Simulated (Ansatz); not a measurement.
# Lattice dynamics of ZrSeS monolayer, Janus, part 2 of 4

Wanted: phonon frequencies of ZrSeS monolayer, Janus and what follows from them.

Ansatz 0.2.0; DFT PBEsol, scalar-relativistic, plane waves, PAW; PAW set soft_1.

So far. Step 5 (Relaxing to small forces for the phonons): The largest force component left is 0.099 meV/Å, within the tolerances set.

## Step 6: Linear response at the zone centre

The zone centre comes first: it holds the modes that light can see, as far as symmetry allows. The response to a homogeneous field gives the Born charges and the dielectric tensor, and its change with displacement the Raman tensors.

input.yaml reads:

```yaml
crystal:
  lattice:
    - [3.6853340602, 0.0, 0.0]
    - [-1.8426670301, 3.1915929175, 0.0]
    - [0.0, 0.0, 30.0]
  atoms:
    - { symbol: Zr, position: [0.0, 0.0, 0.3349282249] }
    - { symbol: S, position: [0.3333333333, 0.6666666667, 0.3812583973] }
    - { symbol: Se, position: [0.6666666667, 0.3333333333, 0.2804800446] }
  periodic: [true, true, false]
kpoints:
  mp_grid: { grid: [12, 12, 1] }
hamiltonian:
  xc: pbesol
  pseudopotentials: { kind: paw, azcp: { folder: soft_1 }, xc_functional: pbe }
scf:
  occupations: { method: fixed }
output:
  eigenvalues: true
phonons:
  method: dfpt
  dielectric: true
  raman: true
```

Started as:

```console
$ ansatz run input.yaml --threads 4 --pin off --max-ram 16384MiB --backend cpu --events-out ev --progress --plain --runs-dir out
```

Numbers of over 12 decimals in the logs are rounded to 6 here.

Output:

```text
Warning: phonons.dielectric: true without phonons.rigid_motions: the static dielectric tensor ε⁰ will be withheld (ε∞, Z* and the rows of modes are given); for a crystal or a slab, whose only rigid motions are the translations, set phonons.rigid_motions: translations
[...]
Crystal: 3 atoms, lattice volume = 352.863 Å³
Basis set: ecut = 420 eV, 6905 PW (Γ), exchange–correlation on 50×50×432 points (8 copies of the dense FFT grid, shifted against one another)
Bands: 21, of which v1, the nominal top of the filled ones, is band 17 counted from 1 (16 counted from 0)
Symmetry: 6 space group operations
k-points: 43 of 144 (irreducible under 2 space group operations, time reversal used)
[...]
SCF iter   1: F=—  HF=-10442.752227 eV  |F-HF|=—  |Δ(HF+E_count)|=         —  Δρ=1.92e-2  dr2=2.04e0  ethr=3.10e-3  ⟨swp⟩=7.5  Hψ=5307  notcnv=0  defer=83
[...]
SCF iter  14: F=-10442.102362 eV  HF=-10442.102362 eV  |F-HF|=3.09e-11  |Δ(HF+E_count)|=  4.55e-11  Δρ=2.85e-8  dr2=3.88e-12  ethr=1.00e-12  ⟨swp⟩=7.8  Hψ=5279  notcnv=0
SCF 1 converged in 14 iterations: F = -10442.102362 eV  dr2 = 3.88e-12
[...]
DFPT response loops at Γ: preconditioner auto → none (the input reference at scf.mixing.eps_inf says where Resta's filter doesn't serve); β = 0.50; Broyden in place of MSR1
── the response to a field inside a basis, on 16×16×2 k-points: an SCF that follows is theirs, and a resumed run solves both again ──
Bands: 18, of which v1, the nominal top of the filled ones, is band 17 counted from 1 (16 counted from 0)
k-points: 136
[...]
Eigensolver: Dense (136 Hₖ)
SCF iter   1: F=—  HF=-10442.097902 eV  |F-HF|=—  |Δ(HF+E_count)|=         —  Δρ=5.04e-5  dr2=2.83e-6  ethr=1.00e-1
[...]
SCF iter   7: F=-10442.097904 eV  HF=-10442.097904 eV  |F-HF|=9.64e-11  |Δ(HF+E_count)|=  3.60e-10  Δρ=1.10e-7  dr2=2.37e-11  ethr=2.81e-12
SCF 1 converged in 7 iterations: F = -10442.097904 eV  dr2 = 2.37e-11
[...]
SCF converged after 14 iterations
Free energy (F): -10442.102362 eV
[...]
Internal energy: -10442.102362 eV  (E = F + TS)
E sigma→0 (E₀):  -10442.102362 eV
Fermi energy:    -5.784075 eV
[...]
--- Band table (eV; the first three rows and the last of 43) ---
  k-point 0: bands = [... 13 lower, -8.7145, -7.0440, -5.7841, -5.7841, -4.5881, -4.5881, -3.8033, -0.9779]
  k-point 1: bands = [... 13 lower, -8.6771, -6.8826, -6.3420, -6.0402, -4.5059, -4.2941, -3.6568, -1.4260]
  k-point 2: bands = [... 13 lower, -8.5889, -7.4276, -6.5780, -6.4451, -4.6090, -3.7939, -3.3662, -1.8407]
  k-point 42: bands = [... 13 lower, -8.7139, -8.2212, -8.0546, -7.2653, -4.0505, -3.5106, -2.7295, -1.5642]
--- Phonons (Γ-DFPT): 6 representative perturbations + reference, on 43 of 144 k-points (Σ response iterations 26) ---
  k mesh reduced under 2 symmetry operations, with k and −k counted as one. Each operation leaves every solved perturbation unchanged. A smaller set is not considered because the run solves the response to a homogeneous field
  ASR residual: 4.775e-5 → 0.000e0 eV/Å²; symmetrization residual: 1.228e-5 eV/Å²
  ASR residual per site (eV/Å²): 2.70e-5 4.78e-5 1.82e-5
  Γ frequencies (cm⁻¹): 0.00 0.00 0.00 116.59 116.59 223.06 223.06 227.61 319.45
  ε∞ (high-frequency dielectric tensor):
        3.798212     0.000000     0.000000
        0.000000     3.798212    -0.000000
        0.000000    -0.000000     1.165825
  α∞ (the layer's polarisability for a field applied outside it; Å, Gaussian; ε∞ is over the cell's 30.000 Å):
        6.680238     0.000000     0.000000
        0.000000     6.680238    -0.000000
        0.000000    -0.000000     0.395879
  ε⁰ (static dielectric tensor): not given — the deck does not say what the cell's rigid motions are, and on a molecule in a box or a wire the rigid rotations would enter the sum over the modes at Γ. For a crystal or a slab, whose only rigid motions are the translations, set phonons.rigid_motions: translations.
  Born effective charges Z* (e; rows j = field, columns β = displacement):
    site 0:
         7.33982   -0.00000    0.00000
        -0.00000    7.33982   -0.00000
         0.00000   -0.00000    0.33912
    site 1:
        -3.78036   -0.00000   -0.00000
         0.00000   -3.78036   -0.00000
        -0.00000    0.00000   -0.20030
    site 2:
        -3.55946    0.00000   -0.00000
         0.00000   -3.55946    0.00000
        -0.00000    0.00000   -0.13881
  Z* charge neutrality: 9.243e-4 e pre-enforcement
  solved inside a basis spanned on kpoints, on 16×16×2 k-points transformed towards the longest dipole: ε∞ is read to err by 1.5e-2, Z* by 4.9e-2 e (field_mesh: kpoints solves on kpoints); Z* is corrected for what the basis lacks
  Raman tensors (in the event stream and the table raman_tensors.tsv): an entry may err by 3.4e0 Å², one of the second-order susceptibility by 2.5e0 pm/V (basis, points and sum rule); their sum over the sites missed zero by 1.502e-3 Å² ahead of its enforcement
  optical modes at Γ without the LO–TO term, one row a degenerate level:
      ω (cm⁻¹)  modes    IR ((D/Å)²/amu)  static Raman (Å⁴/amu)  depolarisation
        116.59      2            33.4128               107.8416           0.750
        223.06      2            21.8079               178.6801           0.750
        227.61      1             0.0042              4517.0430           0.122
        319.45      1             0.0594              1194.1075           0.130
```

It took 13 min on 4 threads of Arm Neoverse V1, shared host; peak memory 3.2 GiB; 51 min of CPU time.

Reading the cycles: dr2 is the Hartree energy of the density residual (eV), the measure of convergence; HF is the Harris–Foulkes estimate of the energy, which meets the free energy F at convergence.

This step gave:

```
sum-rule residual before enforcement                    : 4.78e-5 eV/Å²
miss of the charge sum rule                             : 9.24e-4 e
estimated error of the dielectric tensor                : 0.01476
estimated error of the Born charges                     : 0.04878 e
point group                                             : 3m
highest optical mode at the zone centre (no LO-TO term) : 319.4 cm⁻¹
lowest optical zone-centre mode                         : 116.6 cm⁻¹
largest Born charge (third of the trace)                : 5.006 e
```

Without the LO-TO term. Patterns of degenerate modes are one choice out of their space. The modes at Γ (shares of kinetic energy by element, %):

```
mode  frequency (cm⁻¹)  symmetry  Zr %  S %  Se %
   1               0.0  acoustic    45   16    39
   2               0.0  acoustic    45   16    39
   3               0.0  acoustic    45   16    39
   4             116.6         E    48    0    52
   5             116.6         E    48    0    52
   6             223.1         E     7   84     9
   7             223.1         E     7   84     9
   8             227.6        A1    22   18    60
   9             319.4        A1    33   66     1
```

Displacements in mode 4 (116.6 cm⁻¹), the largest set to 1:
```
Zr1  0.00 -0.90  0.00
S2   0.00  0.10  0.00
Se3  0.00  1.00  0.00
```

Displacements in mode 6 (223.1 cm⁻¹), the largest set to 1:
```
Zr1 -0.01 -0.17  0.00
S2   0.06  1.00  0.00
Se3 -0.01 -0.21  0.00
```

High-frequency dielectric tensor, averaged over the cell of height 30.0 Å or as lengthened by the program, vacuum included. Tensor:

```
       x      y      z
x  3.798      0      0
y      0  3.798      0
z      0      0  1.166
```

Born charge (rows field, columns displacement) (e), principal values of the symmetric part by kind of site:

```
atom  atoms with these values    low  middle   high   mean
 Zr1                        1   0.34    7.34   7.34   5.01
  S2                        1  -3.78   -3.78  -0.20  -2.59
 Se3                        1  -3.56   -3.56  -0.14  -2.42
```

In full for Zr1:

```
7.34 0.00 0.00
0.00 7.34 0.00
0.00 0.00 0.34
```

Transverse modes. Infrared lines, with heights relative to the strongest:

```
position (cm⁻¹)  label  relative intensity
            117      E                 100
            223      E                  65
            228     A1                 0.0
            320     A1                 0.2
```

Activity x (w_L - w)^4 (n + 1)/w, 532 nm, 300 K; the tensors are static ones, while 532 nm light lies above the computed direct gap, where resonance would change the heights. Lines of the Raman spectrum (strongest = 100):

```
position (cm⁻¹)  label  relative intensity
            117      E                 7.4
            223      E                 4.1
            228     A1                 100
            320     A1                  16
```

Before it was imposed, the acoustic sum rule was missed by 4.8e-5 eV/Å² and the charge sum rule by 9.2e-4 e. Small misses are needed for a sound result but don't prove that mesh and cutoff are converged. The lowest optical mode is real, 117 cm⁻¹.

[end of part 2 of 4]

[Logs are printed without paths, hosts, clocks, repeated set-up lines and the standing remarks that a program may print on its own settings, such as how far it seeks lower states.]

[Hosts, paths, dates, database ids (printed as entryN), source tags and the programs' standing remarks are cut or masked in the printed files.]
